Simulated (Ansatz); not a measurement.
# PbSe (Clausthalite, Fm-3m): lattice thermal conductivity

Wanted: κ(T), lifetimes and mean free paths for PbSe (Clausthalite).

Experimental results on record:
- thermal conductivity 2 W/m/K near room temperature (given in “Combining the AFLOW GIBBS and Elastic Libraries to efficiently and robustly screen thermo-mechanical properties of solids”, 2017, arXiv:1611.05714)
- thermal conductivity 2 W/m/K near room temperature (given in “Predicting the lattice thermal conductivity of solids by solving the Boltzmann transport equation: AFLOW - AAPL an automated, accurate and efficient framework”, 2017, arXiv:1611.05481)

Calculated with Ansatz 0.2.0; DFT LDA, scalar-relativistic, plane waves, PAW.

## Step 1: Set-up

Symmetry: Fm-3m, No. 225, cubic system. The conventional cell has a = 6.121 Å, b = 6.121 Å, c = 6.121 Å, α = 90.00°, β = 90.00°, γ = 90.00°. Nearest to Pb lie 6 Se at 3.06 Å. Nearest to Se lie 6 Pb at 3.06 Å. Farther neighbours and most contacts between anions are not listed.

## Step 2: Probe on a coarse mesh

A cheap single point shows whether the cell is a metal or an insulator and how far it is from rest; that sets the k-mesh and the occupations of what follows.

input.yaml reads:

```yaml
crystal:
  lattice:
    - [0.0, 3.06065, 3.06065]
    - [3.06065, 0.0, 3.06065]
    - [3.06065, 3.06065, 0.0]
  atoms:
    - { symbol: Pb, position: [0.0, 0.0, 0.0] }
    - { symbol: Se, position: [0.5, 0.5, 0.5] }
kpoints:
  mp_grid: { grid: [6, 6, 6] }
hamiltonian:
  xc: lda
scf:
  occupations: { method: gaussian, width: 0.1 }
output:
  forces: true
  stress: true
  eigenvalues: true
```

The run is started by

```
> ansatz run input.yaml --threads 16 --pin off --max-ram 30720MiB --backend cpu --events-out ev --progress --plain --runs-dir out
```

Numbers of over 12 decimals in the logs are rounded to 6 here.

The program printed:

```text
Engine: ansatz 0.2.0, aarch64-unknown-linux-gnu
Pseudopotentials: kind: paw
Pseudopotential: Pb, paw, valence charge 14, recommended cutoff 420 eV (normal), Pb.paw.azcp
Pseudopotential: Se, paw, valence charge 16, recommended cutoff 420 eV (normal), Se.paw.azcp
Functional definition: SPW92
  exchange = slater_x
  correlation = pw_c
Crystal: 2 atoms, lattice volume = 57.342 Å³
Basis set: ecut = 420 eV, 1139 PW (Γ)
Bands: 19, of which v1, the nominal top of the filled ones, is band 15 counted from 1 (14 counted from 0)
Symmetry: 48 space group operations
Space group: Fm-3m (ITA 225), of the structure as read, at distance tolerance 3.9e-5 Å
k-points: 16 of 216
Non-local potential: Pb, projectors of the file, l = 0: 2, l = 1: 2, l = 2: 2, l = 3: 2
Non-local potential: Se, projectors of the file, l = 0: 2, l = 1: 2, l = 2: 3, l = 3: 1
PAW form: soft (Blöchl's): semilocal exchange-correlation on the pseudo side does not see the compensation charge
PAW frozen core: Pb, regenerated for the run's functional, and the local potential with it (the file was generated under x = pbe(κ = 0.804, μ = 0.219515), c = pbe(β = 0.066725))
PAW frozen core: Se, regenerated for the run's functional, and the local potential with it (the file was generated under x = pbe(κ = 0.804, μ = 0.219515), c = pbe(β = 0.066725))
PAW one-centre angular grid: Pb, 590 points (default); XC on 64 Gauss nodes
PAW one-centre angular grid: Se, 590 points (default); XC on 64 Gauss nodes
Initial density: superposition of atomic densities (neutral atoms: chi_scale 0, normalization atom), corrected by the library's trained network
Initial wavefunctions: pseudopotential atomic-orbital guess
Functional: x = slater, c = lda
SCF iter   1: F=—  HF=-16986.650127 eV  |F-HF|=—  |Δ(HF+E_count)|=         —  Δρ=4.20e-3  dr2=7.98e-3  ethr=1.77e-3  ⟨swp⟩=5.9  Hψ=1449  notcnv=0
preconditioner: auto → none  [insulator: Δε(μ)=0.160 eV  Ē_g=15.182 eV  σ=0.100 eV  W_gap=0.74  n_scr=14 (ndim 8)  ℏωp=21.9 eV  f_vac=0.019  D(μ)=0.22/eV (n_scr^D=0)  ε∞_Penn≈3.1]
SCF iter   2: F=—  HF=-16986.646477 eV  |F-HF|=—  |Δ(HF+E_count)|=   3.65e-3  Δρ=2.06e-3  dr2=1.27e-3  ethr=2.66e-5  ⟨swp⟩=2.2  Hψ=552  notcnv=0
SCF iter   3: F=—  HF=-16986.646202 eV  |F-HF|=—  |Δ(HF+E_count)|=   2.74e-4  Δρ=6.13e-4  dr2=3.57e-4  ethr=4.25e-6  ⟨swp⟩=2.0  Hψ=464  notcnv=0
SCF iter   4: F=—  HF=-16986.646090 eV  |F-HF|=—  |Δ(HF+E_count)|=   1.12e-4  Δρ=1.73e-4  dr2=7.77e-6  ethr=1.19e-6  ⟨swp⟩=2.2  Hψ=526  notcnv=0
SCF iter   5: F=—  HF=-16986.646086 eV  |F-HF|=—  |Δ(HF+E_count)|=   4.60e-6  Δρ=2.53e-5  dr2=4.16e-7  ethr=2.59e-8  ⟨swp⟩=2.0  Hψ=545  notcnv=0
SCF iter   6: F=-16986.646085 eV  HF=-16986.646085 eV  |F-HF|=2.06e-8  |Δ(HF+E_count)|=   3.68e-7  Δρ=7.29e-6  dr2=3.02e-8  ethr=3.33e-10  ⟨swp⟩=5.8  Hψ=1407  notcnv=0
SCF 1 converged in 6 iterations: F = -16986.646085 eV  dr2 = 3.02e-8
  greatest PAW one-centre occupation: 1.000 electrons in one spin orbital (limit 2), on the Se atom at site 1 (counted from 0), in its partial waves of l = 2
SCF converged after 6 iterations
Free energy (F): -16986.646085 eV
Harris-Foulkes:  -16986.646085 eV  (|F-HF|=2.06e-8)
Internal energy: -16986.645200 eV  (E = F + TS)
E sigma→0 (E₀):  -16986.645643 eV
Entropy (-TS):   -0.000885 eV (-0.443 meV/atom)
Fermi energy:    8.750123 eV
--- Per-component energies (eV) ---
  E_band       = -436.715504
  E_kinetic    = 406.902276
  E_local      = -3539.821136  (includes V_loc(G=0)·N_el)
  E_nonlocal   = -235.206166
  E_hartree    = 1641.820823
  E_xc         = -323.271505
  E_vxc        = -232.570979  (∫ρ·V_xc dr)
  E_paw        = -11927.501365  (= ΣΔE_a)
  E_vpaw       = -119.669744  (= ΣTr[D̂ρ^β])
  E_aug_tail   = -0.000515  (compensation charges beyond the density's cutoff)
  E_ewald      = -3011.707258
  E_core_change = 2.139649  (= ΣΔE_core)
  E_smearing   = -0.000885  (= −TS)
  E_closure    = -0.000000  (closes the sum)
  Σ components = -16986.646085   (vs F -16986.646085, Δ=0.00e0)
--- Forces (eV/Å), atoms counted from 1 ---
  atom   1  Pb    -0.00000000     0.00000000     0.00000000
  atom   2  Se     0.00000000    -0.00000000    -0.00000000
  max |Σ_I F_I| component: 2.28e-29 eV/Å
--- Stress (GPa, compression-positive) ---
       -2.187147      -0.000000       0.000000
       -0.000000      -2.187147      -0.000000
       -0.000000      -0.000000      -2.187147
  P = ⅓ Tr σ = -2.1871 GPa (-21.871 kbar)
--- Band table (eV; the first three rows and the last of 16) ---
  k-point 0: bands = [... 11 lower, 2.2381, 6.8179, 6.8179, 6.8179, 13.2790, 13.2790, 13.2790, 15.1858]
  k-point 1: bands = [... 11 lower, 1.6028, 6.8927, 6.8927, 7.2438, 11.7065, 12.2518, 12.2518, 14.9320]
  k-point 2: bands = [... 11 lower, 0.4188, 7.0960, 7.0960, 7.9660, 9.9229, 10.8791, 10.8791, 15.6782]
  k-point 15: bands = [... 11 lower, 0.6983, 4.0345, 4.8956, 7.0421, 11.5419, 12.9951, 14.0789, 15.1407]
```

The job ended after 0.55 s (16 threads of Arm Neoverse N1, shared host; peak memory 0.39 GiB; 2.7 s of CPU time).

Numbers from this step:

| Item | Value |
| --- | --- |
| pressure | -2.187 GPa |
| volume per atom | 28.67 Å³ |
| gap on the k-mesh | 0.1853 eV |

The start is under -2.2 GPa at this level and looks like an insulator or semiconductor on this mesh.

## Step 3: Finding the static equilibrium

Phonons are second derivatives about a minimum, so cell and atoms are relaxed first, inside the symmetry of the start.

input.yaml, the sections that differ from step 2:

```yaml
kpoints:
  mp_grid: { grid: [10, 10, 10] }
scf:
  occupations: { method: gaussian, width: 0.01 }
relax:
  adjacent_minimum: "off"
  f_tol: 0.005
  max_steps: 80
  cell: { stress_tol: 0.05 }
# crystal, hamiltonian, output: as in step 2
```

The program printed:

```text
[...]
Crystal: 2 atoms, lattice volume = 57.342 Å³
Basis set: ecut = 420 eV, 1139 PW (Γ)
Bands: 19, of which v1, the nominal top of the filled ones, is band 15 counted from 1 (14 counted from 0)
Symmetry: 48 space group operations
[...]
k-points: 47 of 1000
[...]
SCF iter   1: F=—  HF=-16986.644855 eV  |F-HF|=—  |Δ(HF+E_count)|=         —  Δρ=4.17e-3  dr2=7.03e-3  ethr=1.77e-3  ⟨swp⟩=6.4  Hψ=4300  notcnv=0
[...]
SCF iter   6: F=-16986.641430 eV  HF=-16986.641430 eV  |F-HF|=5.95e-8  |Δ(HF+E_count)|=   4.97e-7  Δρ=9.67e-6  dr2=6.27e-8  ethr=3.33e-10  ⟨swp⟩=5.7  Hψ=4155  notcnv=0
SCF 1 converged in 6 iterations: F = -16986.641430 eV  dr2 = 6.27e-8
[...]
relax step   1: F+E_penalty+E_count = -16986.64143031 eV  Δ(F+E_penalty+E_count) = +0.000e0 eV  max|allowed force component| = 4.602e-31 eV/Å  Δτ_max = 0.0000 Å  P = -2.097 GPa  Ω = 57.342 Å³  (6 SCF iters, dr2 threshold 1.00e-7 eV, accepted)
Crystal: 2 atoms, lattice volume = 54.004 Å³
Basis set: ecut = 420 eV, 1067 PW (Γ)
[...]
iter 1 solved again at ethr=4.70e-6 eV; its pass at ethr=3.10e-3 eV (dr2=1.41e-3 eV) is discarded
[...]
SCF iter   6: F=-16986.652605 eV  HF=-16986.652605 eV  |F-HF|=2.33e-10  |Δ(HF+E_count)|=   4.50e-9  Δρ=5.63e-7  dr2=1.62e-10  ethr=1.02e-11  ⟨swp⟩=1.2  Hψ=2736  notcnv=0
SCF 2 converged in 6 iterations: F = -16986.652605 eV  dr2 = 1.62e-10
relax step   2: F+E_penalty+E_count = -16986.65260466 eV  Δ(F+E_penalty+E_count) = -1.117e-2 eV  max|allowed force component| = 8.217e-31 eV/Å  Δτ_max = 0.0000 Å  P = +1.192 GPa  Ω = 54.004 Å³  energy of the carried Pulay correction = +4.991e-4 eV  (6 SCF iters, dr2 threshold 2.00e-7 eV, accepted)
Crystal: 2 atoms, lattice volume = 55.167 Å³
[...]
SCF iter   4: F=-16986.656667 eV  HF=-16986.656667 eV  |F-HF|=1.18e-8  |Δ(HF+E_count)|=   9.45e-7  Δρ=1.74e-5  dr2=5.98e-8  ethr=6.67e-10  ⟨swp⟩=4.0  Hψ=4025  notcnv=0
SCF 3 converged in 4 iterations: F = -16986.656667 eV  dr2 = 5.98e-8
relax step   3: F+E_penalty+E_count = -16986.65666672 eV  Δ(F+E_penalty+E_count) = -4.062e-3 eV  max|allowed force component| = 6.050e-31 eV/Å  Δτ_max = 0.0000 Å  P = -0.027 GPa  Ω = 55.167 Å³  energy of the carried Pulay correction = +3.194e-4 eV  (4 SCF iters, dr2 threshold 2.00e-7 eV, accepted)
[...]
SCF iter   5: F=-16986.656364 eV  HF=-16986.656364 eV  |F-HF|=0.00e0  |Δ(HF+E_count)|=    0.00e0  Δρ=2.97e-8  dr2=4.93e-13  ethr=1.00e-12  ⟨swp⟩=5.3  Hψ=3816  notcnv=0
SCF 4 converged in 5 iterations: F = -16986.656364 eV  dr2 = 4.93e-13
relax step   4: F+E_penalty+E_count = -16986.65636356 eV  Δ(F+E_penalty+E_count) = +3.032e-4 eV  max|allowed force component| = 1.430e-30 eV/Å  Δτ_max = 0.0000 Å  P = -0.029 GPa  Ω = 55.167 Å³  stress off target by 2.90e-2 GPa  SCF on the basis re-selected at this cell (its energy is not comparable with the rows above)  (5 SCF iters)
basis re-selected at this cell: Δ(F+E_penalty+E_count) = +3.032e-4 eV, ΔP = -0.002 GPa vs the last step (what re-selecting the basis moved, of the pressure what is left beyond the Pulay correction that the steps carried, after the strain that the cell walked since its last selection, with what the two solves' SCF thresholds leave and, on support functions, any second-order correction that the steps lacked; it is no m [...]
SCF converged after 5 iterations
Free energy (F): -16986.656364 eV
[...]
Internal energy: -16986.656363 eV  (E = F + TS)
E sigma→0 (E₀):  -16986.656364 eV
Entropy (-TS):   -0.000000 eV (-0.000 meV/atom)
Fermi energy:    9.365024 eV
[...]
--- Stress (GPa, compression-positive) ---
       -0.028980      -0.000000      -0.000000
       -0.000000      -0.028980      -0.000000
       -0.000000      -0.000000      -0.028980
  P = ⅓ Tr σ = -0.0290 GPa (-0.290 kbar)
--- Band table (eV; the first three rows and the last of 47) ---
  k-point 0: bands = [... 11 lower, 2.9446, 7.2877, 7.2877, 7.2877, 14.0079, 14.0079, 14.0079, 15.7487]
  k-point 1: bands = [... 11 lower, 2.6550, 7.3166, 7.3166, 7.4937, 13.2130, 13.5183, 13.5183, 15.5700]
  k-point 2: bands = [... 11 lower, 1.9617, 7.4027, 7.4027, 7.9463, 11.9499, 12.5895, 12.5895, 15.5433]
  k-point 46: bands = [... 11 lower, 1.1121, 4.5216, 5.0755, 8.0656, 11.5645, 13.8270, 14.5916, 16.3104]
--- Relaxed structure (3 steps of the walk, 3 accepted, 1 SCFs on fresh bases) ---
  F+E_penalty+E_count = -16986.65636356 eV   max|allowed force component| = 1.430e-30 eV/Å   (the final SCF, on the basis selected at the relaxed cell)
  cell:  # Å, volume = 55.1674 Å³
    - [0, 3.021465, 3.021465]
    - [3.021465, 0, 3.021465]
    - [3.021465, 3.021465, 0]
  atoms:
    - { symbol: Pb, position: [0, 0, 0] }
    - { symbol: Se, position: [0.5, 0.5, 0.5] }
```

Wall time 2.5 s (16 threads); peak memory 0.49 GiB; 23 s of CPU time.

Relaxation path:

```
step  energy less that of the first step (eV)  largest force component (eV/Å)  pressure (GPa)  volume (Å³)
   1                                   0.0000                          0.0000           -2.10        57.34
   2                                  -0.0112                          0.0000            1.19        54.00
   3                                  -0.0152                          0.0000           -0.03        55.17
  4*                                  -0.0149                          0.0000           -0.03        55.17
```

Relaxation steps marked * repeat the geometry before them on a plane-wave basis chosen anew for their cell, so energy and pressure can jump there.

The run keeps the 48 symmetry operations that it works with, so distortions that break them were not tested.

```
conventional cell, symmetrised  before  after  change
                         a (Å)   6.121  6.043  -1.3 %
                         b (Å)   6.121  6.043  -1.3 %
                         c (Å)   6.121  6.043  -1.3 %
              volume (Å³/atom)   28.67  27.58  -3.8 %
```

The relaxed structure:

```cif
data_structure
_symmetry_space_group_name_H-M 'P 1'
_symmetry_Int_Tables_number 1
_cell_length_a 4.2730
_cell_length_b 4.2730
_cell_length_c 4.2730
_cell_angle_alpha 60.000
_cell_angle_beta 60.000
_cell_angle_gamma 60.000
_cell_volume 55.17
loop_
_atom_site_label
_atom_site_type_symbol
_atom_site_fract_x
_atom_site_fract_y
_atom_site_fract_z
_atom_site_occupancy
Pb1 Pb 0.00000 0.00000 0.00000 1
Se2 Se 0.50000 0.50000 0.50000 1
```

Numbers from this step:

```yaml
pressure: -0.02898 GPa
volume_per_atom: 27.58 Å³
gap_on_the_k_mesh: 0.05093 eV
```

The relaxation ends with a pressure of -0.03 GPa.

## Step 4: Relaxing to small residual forces and stress

The thresholds are tightened for a last relaxation ahead of the phonons, and where mesh or smearing change with them the cell follows.

input.yaml, the sections that differ from step 3:

```yaml
crystal:
  lattice:
    - [0.0, 3.0214650872, 3.0214650872]
    - [3.0214650872, 0.0, 3.0214650872]
    - [3.0214650872, 3.0214650872, 0.0]
  atoms:
    - { symbol: Pb, position: [0.0, 0.0, 0.0] }
    - { symbol: Se, position: [0.5, 0.5, 0.5] }
kpoints:
  mp_grid: { grid: [12, 12, 12] }
relax:
  adjacent_minimum: "off"
  f_tol: 0.001
  max_steps: 60
  cell: { stress_tol: 0.01 }
# hamiltonian, scf, output: as in step 3
```

The program printed:

```text
[...]
Crystal: 2 atoms, lattice volume = 55.167 Å³
Basis set: ecut = 420 eV, 1067 PW (Γ)
Bands: 19, of which v1, the nominal top of the filled ones, is band 15 counted from 1 (14 counted from 0)
Symmetry: 48 space group operations
[...]
k-points: 72 of 1728
[...]
k-point 71: bands = [... 11 lower, 1.0627, 4.7911, 4.7911, 8.4819, 11.0802, 14.2251, 14.2251, 17.0663]
--- Relaxed structure (3 steps of the walk, 3 accepted, 1 SCFs on fresh bases) ---
[...]
cell:  # Å, volume = 55.1432 Å³
    - [0, 3.021023, 3.021023]
    - [3.021023, 0, 3.021023]
    - [3.021023, 3.021023, 0]
  atoms:
    - { symbol: Pb, position: [0, 0, 0] }
    - { symbol: Se, position: [0.5, 0.5, 0.5] }
[key lines of the parts left out:]
SCF converged after 6 iterations
Free energy (F): -16986.656100 eV
Fermi energy:    9.372247 eV
P = ⅓ Tr σ = -0.0001 GPa (-0.001 kbar)
```

Wall time 2.9 s (16 threads); peak memory 0.53 GiB.

Little changed from the start: no atom moved by 0.005 Å and no cell edge by 0.1 %.

Numbers from this step:

```
pressure          : -1.24e-4 GPa
volume per atom   : 27.57 Å³
gap on the k-mesh : 0.04922 eV
```

The residual pressure is -1.2e-4 GPa, small enough for phonons.

(Part 1 of 2 ends here.)

[Logs are printed without paths, hosts, clocks, repeated set-up lines and the standing remarks that a program may print on its own settings, such as how far it seeks lower states.]

[Hosts, paths, dates, database ids (printed as entryN), source tags and the programs' standing remarks are cut or masked in the printed files.]

[A step with changed settings may run another functional than the one named; its input shows which.]
